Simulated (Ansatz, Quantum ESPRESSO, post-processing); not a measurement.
# 1T-SiSSe, 2 layers, AA stacking in an electric field, part 2 of 2

Wanted: polarisability and gap of 1T-SiSSe, 2 layers, AA stacking against a perpendicular field.

Quantum ESPRESSO 7.5; plane-wave DFT, PBE, GBRV ultrasoft pseudopotentials; geometry and cross-check by Ansatz 0.2.0 with PAW datasets.

So far. Step 13 (Bands along a path: field 0.4 V/Å): Along this path the valence top lies between Γ and M and the conduction bottom at M. Step 14 (Valence density): The density integrates to 32.000 electrons, as the 32 of the input ask.

### 16. Charge moved by a field of 0.2 V/Å

Numbers from this step:

- largest charge moved across a plane: 0.001130 e/Å²
- dipole step: -2.006 eV

The planar mean oscillates, so the rows of the table below give means over windows of 2.91 Å about each position, cut where the curve ends. Its maxima inside the range that stand out by 2 % of the span (Å: e/Å³): 6.7: 7.1e-4, 9.6: 2.7e-4, 12.7: 3.5e-4, 15.5: 3.2e-4. Its minima: 8.7: -3.1e-4, 11.3: -3.3e-4, 14.6: -3.3e-4, 17.3: -7.2e-4.

Planar mean against z; means over each step:

| z (Å) | planar mean (e/Å³) |
| --- | --- |
| 1.46 | 9.7e-8 |
| 4.37 | 5.4e-5 |
| 7.28 | 3.1e-4 |
| 10.19 | -9.4e-5 |
| 13.10 | 9.3e-5 |
| 16.01 | -1.9e-4 |
| 18.91 | -1.7e-4 |
| 21.83 | -3.1e-7 |

The running integral, electrons below z oscillates, so the rows of the table below give means over windows of 1.79 Å about each position, cut where the curve ends. Its maxima inside the range that stand out by 2 % of the span (Å: e/Å²): 8.3: 0.00113, 9.9: 0.00110, 14.1: 0.00112, 15.9: 0.00110. Its minima: 9.2: 9.6e-4, 12.0: 7.3e-4, 15.0: 9.3e-4.

The running integral, electrons below z by z; means over each step:

| z (Å) | running integral, electrons below z (e/Å²) |
| --- | --- |
| 0.90 | 5.8e-9 |
| 2.69 | 3.6e-7 |
| 4.47 | 1.9e-5 |
| 6.27 | 4.3e-4 |
| 8.05 | 0.00105 |
| 9.84 | 0.00104 |
| 11.63 | 8.3e-4 |
| 13.43 | 0.00104 |
| 15.21 | 0.00102 |
| 17.00 | 7.2e-4 |
| 18.79 | 5.9e-5 |
| 20.59 | 9.4e-7 |
| 22.38 | 1.0e-8 |

### 17. Polarisability from the dipole between 0 and 0.1 V/A

Read from the output:

| Property | Result |
| --- | --- |
| change of slope in the vacuum | 0.09999 eV/Å |
| polarisability a cell | 7.822 Å³ |
| sheet polarisability 4πα/A | 9.979 Å |

Change of the potential energy, second field less first against z:

| z (Å) | change of the potential energy, second field less first (eV) |
| --- | --- |
| 0.0 | -0.348 |
| 0.5 | -0.652 |
| 1.0 | -0.602 |
| 1.5 | -0.552 |
| 2.0 | -0.502 |
| 2.5 | -0.452 |
| 3.0 | -0.403 |
| 3.5 | -0.353 |
| 4.0 | -0.303 |
| 4.5 | -0.253 |
| 5.0 | -0.204 |
| 5.5 | -0.156 |
| 6.0 | -0.112 |
| 6.5 | -0.0775 |
| 7.0 | -0.0572 |
| 7.5 | -0.0487 |
| 8.0 | -0.0459 |
| 8.5 | -0.0464 |
| 9.0 | -0.0436 |
| 9.5 | -0.0372 |
| 10.0 | -0.0351 |
| 10.5 | -0.0341 |
| 11.0 | -0.0296 |
| 11.5 | -0.0194 |
| 12.0 | -0.00266 |
| 12.5 | 0.0140 |
| 13.0 | 0.0241 |
| 13.5 | 0.0282 |
| 14.0 | 0.0290 |
| 14.5 | 0.0289 |
| 15.0 | 0.0340 |
| 15.5 | 0.0408 |
| 16.0 | 0.0422 |
| 16.5 | 0.0448 |
| 17.0 | 0.0534 |
| 17.5 | 0.0738 |
| 18.0 | 0.109 |
| 18.5 | 0.153 |
| 19.0 | 0.201 |
| 19.5 | 0.250 |
| 20.0 | 0.300 |
| 20.5 | 0.350 |
| 21.0 | 0.400 |
| 21.5 | 0.450 |
| 22.0 | 0.500 |
| 22.5 | 0.550 |
| 23.0 | 0.600 |
| 23.5 | 0.537 |
| 24.0 | -0.147 |

### 18. Dipole against field

Dipole along the normal, dipole moment against applied field:

| applied field (V/Å) | dipole along the normal, dipole moment (e·Å) |
| --- | --- |
| 0.000 | -0.0306 |
| 0.100 | 0.0237 |
| 0.200 | 0.0786 |
| 0.400 | 0.190 |

### 19. The same in Ansatz: field 0.1 V/Å

As a check, the same structure is run in Ansatz.

Level of this step: plane-wave DFT, PBE, Ansatz PAW (Ansatz 0.2.0).

input.yaml

```yaml
crystal:
  lattice:
    - [3.372592454, 0.0, 0.0]
    - [-1.686296227, 2.9207507418, 0.0]
    - [0.0, 0.0, 24.1472867953]
  atoms:
    - { symbol: Se, position: [0.6666666667, 0.3333333333, 0.3207286777] }
    - { symbol: Si, position: [0.0, 0.0, 0.3810602332] }
    - { symbol: S, position: [0.3333333333, 0.6666666667, 0.4349540633] }
    - { symbol: Se, position: [0.6666666667, 0.3333333333, 0.5647542962] }
    - { symbol: Si, position: [0.0, 0.0, 0.6250470562] }
    - { symbol: S, position: [0.3333333333, 0.6666666667, 0.6790376262] }
kpoints:
  mp_grid: { grid: [12, 12, 1] }
hamiltonian:
  xc: pbe
scf:
  occupations: { method: fermi_dirac, width: 0.054 }
  convergence: { dr2_threshold: 1.0e-09 }
efield:
  axis: 3
  dipole_correction: true
  ramp_position: 0.97
  ramp_width: 0.04
  amplitude: 0.1
output:
  write_potential: true
  write_density: true
  volumetric_format: npy
```

Launch:

```sh
ansatz run input.yaml --threads 4 --pin off --max-ram 8192MiB --backend cpu --events-out ev --progress --plain --runs-dir out
```

Wall time 6.3 s (4 threads of Arm Neoverse V1, shared host); peak memory 0.56 GiB.

Read from the output:

```
free energy             : -14016.3264 eV
energy at zero smearing : -14016.3258 eV
smearing term TS        : 0.001154 eV
Fermi energy            : 1.204 eV
gap by band count       : 0.3753 eV
dipole along the normal : 0.02368 e·Å
```

At 0.1 V/Å Ansatz's dipole is 0.0237 e Å against 0.0237 from pw.x.

### 20. The same in Ansatz: field -0.1 V/Å

input.yaml is the input of step 19 with these lines changed:

```diff
@@ -24,3 +24,3 @@
   ramp_width: 0.04
-  amplitude: 0.1
+  amplitude: -0.1
 output:
```

Elapsed: 6.3 s, on 4 threads; peak memory 0.56 GiB; 24 s of CPU time.

This step gave:

* free energy: -14016.3325 eV
* energy at zero smearing: -14016.3323 eV
* Fermi energy: 1.188 eV
* gap by band count: 0.5230 eV
* dipole along the normal: -0.08447 e·Å

### 21. Dipole against field, Ansatz

Table of dipole along the normal, dipole moment by applied field:

| applied field (V/Å) | dipole along the normal, dipole moment (e·Å) |
| --- | --- |
| -0.1000 | -0.0845 |
| 0.0000 | -0.0309 |
| 0.1000 | 0.0237 |

### 22. Self-consistent run, with K_POINTS = [4, 4, 1] and conv_thr = 1e-06

How much does a setting matter? One run is repeated with a change.

Level of this step: plane-wave DFT, PBE, GBRV ultrasoft pseudopotentials (Quantum ESPRESSO 7.5).

f1.w0.in

```
&control
  prefix = 'f1.w0'
  outdir = './out'
  pseudo_dir = './pseudo'
  calculation = 'scf'
  tprnfor = .true.
  tefield = .true.
  dipfield = .true.
/
&system
  ibrav = 0
  nat = 6
  ntyp = 3
  ecutwfc = 40
  ecutrho = 200
  occupations = 'smearing'
  smearing = 'fd'
  degauss = 0.004
  edir = 3
  emaxpos = 0.97
  eopreg = 0.04
  eamp = 0.00194469
/
&electrons
  conv_thr = 1e-06
  mixing_beta = 0.4
  electron_maxstep = 120
  mixing_mode = 'plain'
/
ATOMIC_SPECIES
  Se  78.9710  se_pbe_v1.uspp.F.UPF
  Si  28.0850  si_pbe_v1.uspp.F.UPF
  S   32.0600  s_pbe_v1.4.uspp.F.UPF
CELL_PARAMETERS angstrom
  3.37259245400277 -0.00000000000000 -0.00000000000000
  -1.68629622700139 2.92075074177810 0.00000000000000
  -0.00000000000000 0.00000000000000 24.14728679530000
ATOMIC_POSITIONS crystal
  Se  0.666666666667 0.333333333333 0.320728677658
  Si  -0.000000000000 -0.000000000000 0.381060233240
  S   0.333333333333 0.666666666667 0.434954063310
  Se  0.666666666667 0.333333333333 0.564754296182
  Si  0.000000000000 0.000000000000 0.625047056169
  S   0.333333333333 0.666666666667 0.679037626241
K_POINTS automatic
  4 4 1 0 0 0
```

Launch:

```sh
OMP_NUM_THREADS=1 mpirun -n 4 pw.x -nk 1 -in f1.w0.in > f1.w0.out
```

It took 15 s on 4 MPI ranks; peak memory 0.45 GiB.

The changed values were drawn from a wide range, not chosen for quality; the comparison shows what they did here together.

Beside the run it was changed from:

| quantity | this run | unchanged run | difference |
| --- | --- | --- | --- |
| dipole along the normal (e·Å) | 0.02831 | 0.02371 | 0.0046 |
| free energy (eV) | -2105.446 | -2105.780 | 0.33 |
| wall time (s) | 15 | 124 |  |
| SCF iterations | 11 | 20 |  |

The free energy moves by +56 meV an atom.

This run starts from superposed atoms, the unchanged one from a saved density, so their iteration counts don't compare.

The physical values in this table move by up to 19 %.

### 23. A check by hand

α = Δp/E = (0.02371 − (-0.03060)) e Å / 0.1 V/Å = 0.5432 e Å²/V; times e/(4πε₀) = 14.40 V Å this is 7.822 Å³. With A = 9.851 Å², 4πα/A = 9.978 Å.

### 24. What came out

```
polarisability along the normal, a cell    : 7.82 Å³
sheet polarisability 4πα/A                 : 9.98 Å
dipole without a field                     : -0.0306 e·Å
Kohn-Sham ionisation potential, upper face : 5.91 eV
gap along the path at 0 V/Å                : 0.45 eV
gap along the path at 0.2 V/Å              : 0.32 eV
gap along the path at 0.4 V/Å              : 0.22 eV
```

**Reading.** The sheet answers a field with a polarisability of 7.82 Å³ a cell, or 4πα/A = 9.98 Å (PBE, GBRV ultrasoft). In pw.x the dipole follows the field linearly over the range tried. A perfect conductor 9.98 Å thick would screen alike; the outer atoms lie 8.65 Å apart. At 0.1 V/Å the sheet takes 0.998 eV off the potential drop. At 0.2 V/Å the gap along the path goes from 0.45 to 0.32 eV. Quantum ESPRESSO and Ansatz give 7.822 and 7.786 Å³ for the polarisability (pw.x from 0 and 0.1 V/Å, Ansatz from ±0.1 V/Å), which agree. The ions stay at their zero-field places, so this is the electrons' response alone. Semilocal gaps are too small, and in strong fields empty levels can belong to the vacuum. Spin-orbit coupling is left out; depending on the atoms that carry the levels of interest, it can split and shift them by tens to hundreds of meV.

[Logs are printed without paths, hosts, clocks, repeated set-up lines and the standing remarks that a program may print on its own settings, such as how far it seeks lower states.]

[Hosts, paths, dates, database ids (printed as entryN), source tags and the programs' standing remarks are cut or masked in the printed files.]

[Maps of the electrostatic potential energy from Ansatz leave out the sawtooth potential of an applied field or a dipole correction, so their vacuum need not be flat; planar profiles and work functions include it.]
